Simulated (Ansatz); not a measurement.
## What SrZrSeO2 (built on the sites of a database entry of SrZrO3) distorts into

Which phase does SrZrSeO2 (built on the sites of a database entry of SrZrO3) fall into along its unstable mode, and how much energy does it gain?

Calculated with Ansatz 0.2.0; DFT PBEsol, scalar-relativistic, plane waves, PAW.

This is a report of a sequence of runs, with most program output left out.

The structure was built from a prototype and need not be the compound's stable phase.

**1. The structure**

Symmetry: P4/mmm, No. 123, tetragonal system. Conventional cell: a = 4.234 Å, b = 4.234 Å, c = 5.583 Å, α = 90.00°, β = 90.00°, γ = 90.00°. Sr has 4 O at 2.12 Å and 2 Se at 2.79 Å nearest. Nearest to Zr lie 4 Se at 2.99 Å. Nearest to O lie 2 Sr at 2.12 Å. Nearest to Se lie 2 Sr at 2.79 Å and 4 Zr at 2.99 Å. Farther neighbours and most contacts between anions are not listed.

As a file:

```cif
data_structure
_symmetry_space_group_name_H-M 'P4/mmm'
_symmetry_Int_Tables_number 123
_cell_length_a 4.2339
_cell_length_b 4.2339
_cell_length_c 5.5825
_cell_angle_alpha 90.000
_cell_angle_beta 90.000
_cell_angle_gamma 90.000
_cell_volume 100.07
loop_
_atom_site_label
_atom_site_type_symbol
_atom_site_symmetry_multiplicity
_atom_site_Wyckoff_symbol
_atom_site_fract_x
_atom_site_fract_y
_atom_site_fract_z
_atom_site_occupancy
Sr1 Sr 1 a 0.00000 0.00000 0.00000 1
Zr1 Zr 1 d 0.50000 0.50000 0.50000 1
O1 O 2 f 0.00000 0.50000 0.00000 1
Se1 Se 1 b 0.00000 0.00000 0.50000 1
```

**2. Phonons on a q mesh**

The cell comes from relaxations at this level that are not shown. Stability and thermal properties need the whole zone. Linear response on a 2×4×4 q mesh gives force constants as far as a supercell of that size would.

File input.yaml:

```yaml
crystal:
  lattice:
    - [5.5825277803, 0.0, 0.0]
    - [0.0, 4.2339339086, 0.0]
    - [0.0, 0.0, 4.2339339086]
  atoms:
    - { symbol: Sr, position: [0.0, 0.0, 0.0] }
    - { symbol: Zr, position: [0.5, 0.5, 0.5] }
    - { symbol: O, position: [0.0, 0.0, 0.5] }
    - { symbol: Se, position: [0.5, 0.0, 0.0] }
    - { symbol: O, position: [0.0, 0.5, 0.0] }
kpoints:
  mp_grid: { grid: [6, 8, 8] }
hamiltonian:
  xc: pbesol
scf:
  occupations: { method: methfessel_paxton, width: 0.2 }
output:
  eigenvalues: true
phonons:
  method: dfpt
  qmesh: [2, 4, 4]
  temperatures: { t_max: 1000, t_step: 50 }
  qpath:
    path:
      - [[0.0, 0.0, 0.0], [0.0, 0.0, 0.5], [0.0, 0.5, 0.5], [0.0, 0.0, 0.0], [0.5, 0.0, 0.0], [0.5, 0.0, 0.5], [0.5, 0.5, 0.5], [0.5, 0.0, 0.0]]
      - [[0.0, 0.0, 0.5], [0.5, 0.0, 0.5]]
      - [[0.0, 0.5, 0.5], [0.5, 0.5, 0.5]]
    npoints: 10
```

Started as:

```console
$ ansatz run input.yaml --threads 8 --pin off --max-ram 14336MiB --backend cpu --events-out ev --progress --plain --runs-dir out
```

Elapsed: 14 min, on 8 threads of Arm Neoverse V2, shared host; peak memory 2.5 GiB.

Numbers from this step:

| Property | Result |
| --- | --- |
| volume per atom | 20.01 Å³ |
| gap on the k-mesh | 0 eV |
| sum-rule residual before enforcement | 8.35e-5 eV/Å² |
| lowest frequency on the path | -307.7 cm⁻¹ |
| point group | 4/mmm |
| highest frequency on the path or at a solved wavevector | 689.9 cm⁻¹ |
| highest optical mode at the zone centre (no LO-TO term) | 689.9 cm⁻¹ |
| lowest optical zone-centre mode | -301.3 cm⁻¹ |
| lowest mode on the q mesh (acoustic modes at Γ apart) | -307.7 cm⁻¹ |

Frequencies (cm⁻¹) solved at each irreducible wavevector; negative means imaginary. Frequencies by wavevector, by row:

| q in reciprocal lattice units | star | mode 1 | mode 2 | mode 3 | mode 4 | mode 13 | mode 14 | mode 15 |
| --- | --- | --- | --- | --- | --- | --- | --- | --- |
| 0 0 0 | 1 | -301.3 | -249.9 | -192.2 | -192.2 | 279.6 | 689.9 | 689.9 |
| 0 0 0.25 | 4 | -293.2 | -260.1 | -187.3 | -172 | 277.6 | 621.2 | 689.6 |
| 0 0 -0.5 | 2 | -281.4 | -264.2 | -185.6 | -140.6 | 276.9 | 645.7 | 689.3 |
| 0 0.25 0.25 | 4 | -289.6 | -267.6 | -234.9 | -124.1 | 276.1 | 613.1 | 627.5 |
| 0 0.25 -0.5 | 4 | -278.9 | -274 | -250.4 | -113.5 | 275.4 | 614.7 | 649.8 |
| 0 -0.5 -0.5 | 1 | -283.2 | -276.6 | -276.6 | -135.5 | 274.7 | 617.5 | 670.9 |
| -0.5 0 0 | 1 | -307.7 | -181.9 | -174.3 | -174.3 | 216.7 | 689.5 | 689.5 |
| -0.5 0 0.25 | 4 | -300.8 | -226.7 | -192.1 | -172.5 | 215.6 | 620 | 689.6 |
| -0.5 0 -0.5 | 2 | -274.1 | -264.3 | -200.4 | -171.7 | 277.6 | 643.4 | 689.6 |
| -0.5 0.25 0.25 | 4 | -303.4 | -252.9 | -230.1 | -171.2 | 215.3 | 612.8 | 627.1 |
| -0.5 0.25 -0.5 | 4 | -285.5 | -282.9 | -249.9 | -170.2 | 275.4 | 614.8 | 648.6 |
| -0.5 -0.5 -0.5 | 1 | -291.6 | -291.6 | -284.2 | -167.9 | 272.9 | 616.8 | 669.8 |

Interpolated from a 2×4×4 q mesh. Phonon branches along the path, in cm⁻¹:

| point | branch 1 | branch 2 | branch 3 | branch 4 | branch 12 | branch 13 | branch 14 | branch 15 |
| --- | --- | --- | --- | --- | --- | --- | --- | --- |
| Γ | -301 | -250 | -192 | -192 | 110 | 280 | 690 | 690 |
| halfway | -293 | -260 | -187 | -172 | 175 | 278 | 621 | 690 |
| X | -281 | -264 | -186 | -141 | 274 | 277 | 646 | 689 |
| halfway | -279 | -274 | -250 | -114 | 273 | 275 | 615 | 650 |
| M | -283 | -277 | -277 | -136 | 271 | 275 | 618 | 671 |
| halfway | -290 | -268 | -235 | -124 | 175 | 276 | 613 | 628 |
| Γ | -301 | -250 | -192 | -192 | 110 | 280 | 690 | 690 |
| halfway | -304 | -224 | -184 | -184 | 135 | 262 | 690 | 690 |
| Z | -308 | -182 | -174 | -174 | 200 | 217 | 690 | 690 |
| halfway | -301 | -227 | -192 | -172 | 197 | 216 | 620 | 690 |
| R | -274 | -264 | -200 | -172 | 215 | 278 | 643 | 690 |
| halfway | -286 | -283 | -250 | -170 | 215 | 275 | 615 | 649 |
| A | -292 | -292 | -284 | -168 | 273 | 273 | 617 | 670 |
| halfway | -303 | -253 | -230 | -171 | 193 | 215 | 613 | 627 |
| Z | -308 | -182 | -174 | -174 | 200 | 217 | 690 | 690 |
| jump to X | -281 | -264 | -186 | -141 | 274 | 277 | 646 | 689 |
| halfway | -279 | -264 | -179 | -176 | 259 | 276 | 644 | 690 |
| R | -274 | -264 | -200 | -172 | 215 | 278 | 643 | 690 |
| jump to M | -283 | -277 | -277 | -136 | 271 | 275 | 618 | 671 |
| halfway | -284 | -284 | -284 | -145 | 272 | 272 | 617 | 670 |
| A | -292 | -292 | -284 | -168 | 273 | 273 | 617 | 670 |

Symmetry leaves 12 wavevectors to solve. The lowest mode among them, the acoustic zeros apart, lies at q = (-0.5, 0, 0) and is imaginary, 307.7i cm⁻¹, so the energy falls along it.

**3. The mode frozen in, largest atomic shift 0 Å**

The mode followed lies at q = (-0.5, 0, 0) with frequency 307.7i cm⁻¹, the softest among the wavevectors solved. At small amplitude the distorted cell has space group no. 131 by a symmetry search on the positions. The undistorted cell that holds it gives the zero of energy on the same k mesh.

System of this step: SrZrSeO2 (built on the sites of a database entry of SrZrO3). Symmetry: P4/mmm, No. 123, tetragonal system. The conventional cell has a = 4.234 Å, b = 4.234 Å, c = 5.583 Å, α = 90.00°, β = 90.00°, γ = 90.00°. Nearest to Sr lie 4 O at 2.12 Å and 2 Se at 2.79 Å. Nearest to Zr lie 4 Se at 2.99 Å. Nearest to O lie 2 Sr at 2.12 Å. Se has 2 Sr at 2.79 Å and 4 Zr at 2.99 Å nearest. Farther neighbours and most contacts between anions are not listed.

File input.yaml:

```yaml
crystal:
  lattice:
    - [0.0, 4.2339339086, 0.0]
    - [0.0, 0.0, 4.2339339086]
    - [11.1650555606, 0.0, 0.0]
  atoms:
    - { symbol: Sr, position: [0.0, 0.0, 0.5] }
    - { symbol: Sr, position: [0.0, 0.0, 0.0] }
    - { symbol: Zr, position: [0.5, 0.5, 0.25] }
    - { symbol: Zr, position: [0.5, 0.5, 0.75] }
    - { symbol: O, position: [0.0, 0.5, 0.0] }
    - { symbol: O, position: [0.0, 0.5, 0.5] }
    - { symbol: Se, position: [0.0, 0.0, 0.25] }
    - { symbol: Se, position: [0.0, 0.0, 0.75] }
    - { symbol: O, position: [0.5, 0.0, 0.0] }
    - { symbol: O, position: [0.5, 0.0, 0.5] }
kpoints:
  mp_grid: { grid: [8, 8, 4] }
hamiltonian:
  xc: pbesol
scf:
  occupations: { method: methfessel_paxton, width: 0.2 }
output:
  forces: true
  stress: true
  eigenvalues: true
```

The job ended after 4.9 s (8 threads; peak memory 1.1 GiB).

Numbers from this step:

| Quantity | Value |
| --- | --- |
| pressure | -0.007140 GPa |
| energy from the undistorted cell | 0 meV/atom |

The run ends at a pressure of -0.01 GPa.

**4. The mode frozen in, largest atomic shift 0.6 Å**

The atoms are moved along the unstable eigenvector, the largest shift by 0.6 Å, with the cell fixed.

input.yaml, the sections that differ from step 3:

```yaml
crystal:
  lattice:
    - [0.0, 4.2339339086, 0.0]
    - [0.0, 0.0, 4.2339339086]
    - [11.1650555606, 0.0, 0.0]
  atoms:
    - { symbol: Sr, position: [0.0, 0.0, 0.5] }
    - { symbol: Sr, position: [0.0, 0.0, 0.0] }
    - { symbol: Zr, position: [0.5, 0.5, 0.25] }
    - { symbol: Zr, position: [0.5, 0.5, 0.75] }
    - { symbol: O, position: [0.0, 0.5, 0.0537390967] }
    - { symbol: O, position: [0.0, 0.5, 0.4462609033] }
    - { symbol: Se, position: [0.0, 0.0, 0.25] }
    - { symbol: Se, position: [0.0, 0.0, 0.75] }
    - { symbol: O, position: [0.5, 0.0, -0.0537390967] }
    - { symbol: O, position: [0.5, 0.0, 0.5537390967] }
# kpoints, hamiltonian, scf, output: as in step 3
```

It took 4 s on 8 threads; peak memory 1.1 GiB.

This step gave:

```
pressure                         : -2.862 GPa
energy from the undistorted cell : -334.5 meV/atom
```

The energy, extrapolated to zero smearing, is -334.51 meV/atom against the undistorted cell.

The run ends at a pressure of -2.86 GPa, with forces up to 2.4 eV/Å.

**5. Energy along the mode, all amplitudes (two of the runs are shown above)**

An imaginary frequency means negative curvature, so the energy should fall and then rise again as anharmonic terms take over.

Numbers from this step:

| Property | Result |
| --- | --- |
| depth at the lowest point sampled | 334.5 meV/atom |
| largest atomic shift at that point | 0.6 Å |

Table of energy from the parent by largest atomic shift:

| largest atomic shift (Å) | energy from the parent (meV/atom) |
| --- | --- |
| 0.000 | 0 |
| 0.040 | -1.74 |
| 0.080 | -6.92 |
| 0.140 | -20.9 |
| 0.220 | -50.4 |
| 0.320 | -104 |
| 0.450 | -199 |
| 0.600 | -335 |

Displacement at unit largest shift by atom:

| atom | x (Å) | y (Å) | z (Å) | size |
| --- | --- | --- | --- | --- |
| Sr1 | 0.00 | 0.00 | 0.00 | 0.00 |
| Sr2 | 0.00 | 0.00 | 0.00 | 0.00 |
| Zr3 | 0.00 | 0.00 | 0.00 | 0.00 |
| Zr4 | 0.00 | 0.00 | 0.00 | 0.00 |
| O5 | 1.00 | 0.00 | 0.00 | 1.00 |
| O6 | -1.00 | 0.00 | 0.00 | 1.00 |
| Se7 | 0.00 | 0.00 | 0.00 | 0.00 |
| Se8 | 0.00 | 0.00 | 0.00 | 0.00 |
| O9 | -1.00 | 0.00 | 0.00 | 1.00 |
| O10 | 1.00 | 0.00 | 0.00 | 1.00 |

The lowest of the steps tried is the last one, at 0.6 Å, 335 meV/atom below the parent; the bottom of the well need not coincide with a step.

**6. Relaxation from the frozen mode**

Starting from the lowest point found, all atoms and the cell are let go, so that strain and other modes of the same symmetry can join in.

Changes to input.yaml since step 4:

```diff
@@ -26 +26,6 @@
   eigenvalues: true
+relax:
+  adjacent_minimum: "off"
+  f_tol: 0.002
+  max_steps: 120
+  cell: { stress_tol: 0.03 }
```

Run time: 58 s. Hardware: 8 threads; peak memory 1.1 GiB.

The steps of the relaxation:

| step | energy less that of the first step (eV) | largest force component (eV/Å) | pressure (GPa) | volume (Å³) |
| --- | --- | --- | --- | --- |
| 1 | 0.0000 | 2.3871 | -2.86 | 200.15 |
| 2 | -2.2538 | 2.3794 | -2.73 | 194.17 |
| 3 | -4.5044 | 1.7931 | -2.00 | 187.61 |
| 4 | -6.5104 | 0.6240 | -0.57 | 181.87 |
| 5 | -7.1488 | 0.1567 | 1.51 | 178.29 |
| 6 | -7.2679 | 0.0071 | -1.22 | 183.26 |
| 7 | -7.2785 | 0.0283 | 0.63 | 180.11 |
| 8 | -7.2799 | 0.0013 | 0.02 | 181.10 |
| 9* | -7.3853 | 0.0030 | 0.61 | 181.10 |
| 10 | -7.4002 | 0.0021 | 0.11 | 182.35 |
| 11 | -7.4000 | 0.0004 | 0.00 | 182.58 |
| 12* | -7.4036 | 0.0006 | 0.03 | 182.58 |
| 13 | -7.4034 | 0.0002 | 0.00 | 182.65 |
| 14* | -7.4036 | 0.0002 | 0.00 | 182.65 |

Relaxation steps marked * repeat the geometry before them on a plane-wave basis chosen anew for their cell, so energy and pressure can jump there.

Forces are held to the 16 operations that the run works with; a distortion that breaks them can't arise in this run.

| cell as run | before | after | change |
| --- | --- | --- | --- |
| a (Å) | 4.234 | 3.724 | -12.0 % |
| b (Å) | 4.234 | 3.724 | -12.0 % |
| c (Å) | 11.165 | 13.171 | +18.0 % |
| volume (Å³/atom) | 20.01 | 18.27 | -8.7 % |

The atoms that moved most (Å, as changes of fractional coordinates times the final cell):

| atom | dx | dy | dz | length |
| --- | --- | --- | --- | --- |
| O9 | -0.767 | 0.000 | 0.000 | 0.767 |
| O6 | -0.767 | 0.000 | 0.000 | 0.767 |
| O5 | 0.767 | 0.000 | 0.000 | 0.767 |
| O10 | 0.767 | 0.000 | 0.000 | 0.767 |

The relaxed structure:

```xyz
10
Lattice="0.0000 3.7240 0.0000 0.0000 0.0000 3.7240 13.1705 0.0000 0.0000" Properties=species:S:1:pos:R:3 pbc="T T T"
Sr    6.5853    0.0000    0.0000
Sr    0.0000    0.0000    0.0000
Zr    3.2926    1.8620    1.8620
Zr    9.8779    1.8620    1.8620
O     1.4743    0.0000    1.8620
O     5.1109    0.0000    1.8620
Se    3.2926    0.0000    0.0000
Se    9.8779    0.0000    0.0000
O    -1.4743    1.8620    0.0000
O     8.0596    1.8620    0.0000
```

This step gave:

- pressure: 0.002062 GPa
- volume per atom: 18.27 Å³

The distorted start has space group P4_2/mmc; the relaxation ends in P4_2/mmc.

**7. Outcome**

```
unstable mode of the parent                                                      : q = (-0.5, 0, 0), 308i cm⁻¹
depth at the lowest point sampled                                                : 335 meV/atom
largest atomic shift at that point                                               : 0.6 Å
space group reached (within 0.01 Å)                                              : P4_2/mmc
energy gained over the parent (first relaxation, on the mesh of the frozen mode) : 1075 meV/atom
volume per atom, phase reached                                                   : 18.3 Å³
```

Along this mode the structure falls into P4_2/mmc, 1075 meV/atom below the parent. At the parent's cell the well is 334.5 meV/atom deep on the steps tried, with its lowest point at a shift of 0.6 Å. That is the last step tried, so the steps alone don't bracket the bottom of the well. Relaxing atoms and cell changes the gain by +740.92 meV/atom against the lowest step (energies at zero smearing). Most of the total comes from this relaxation. The modes of the phase reached were not computed on this path. Of the 2 patterns followed to their end from this parent, this one ends 133 meV/atom above the lowest, P-4m2. Each path keeps the symmetry of its pattern, so a lower phase may lie along a pattern not tried. With no gap, or one that is small against the smearing, the frequencies hang on the k mesh and the smearing, most of all near Kohn anomalies. The starting cell was built on a prototype and not taken from a measurement, so the phase need not exist.

[Logs are printed without paths, hosts, clocks, repeated set-up lines and the standing remarks that a program may print on its own settings, such as how far it seeks lower states.]

[Hosts, paths, dates, database ids (printed as entryN), source tags and the programs' standing remarks are cut or masked in the printed files.]
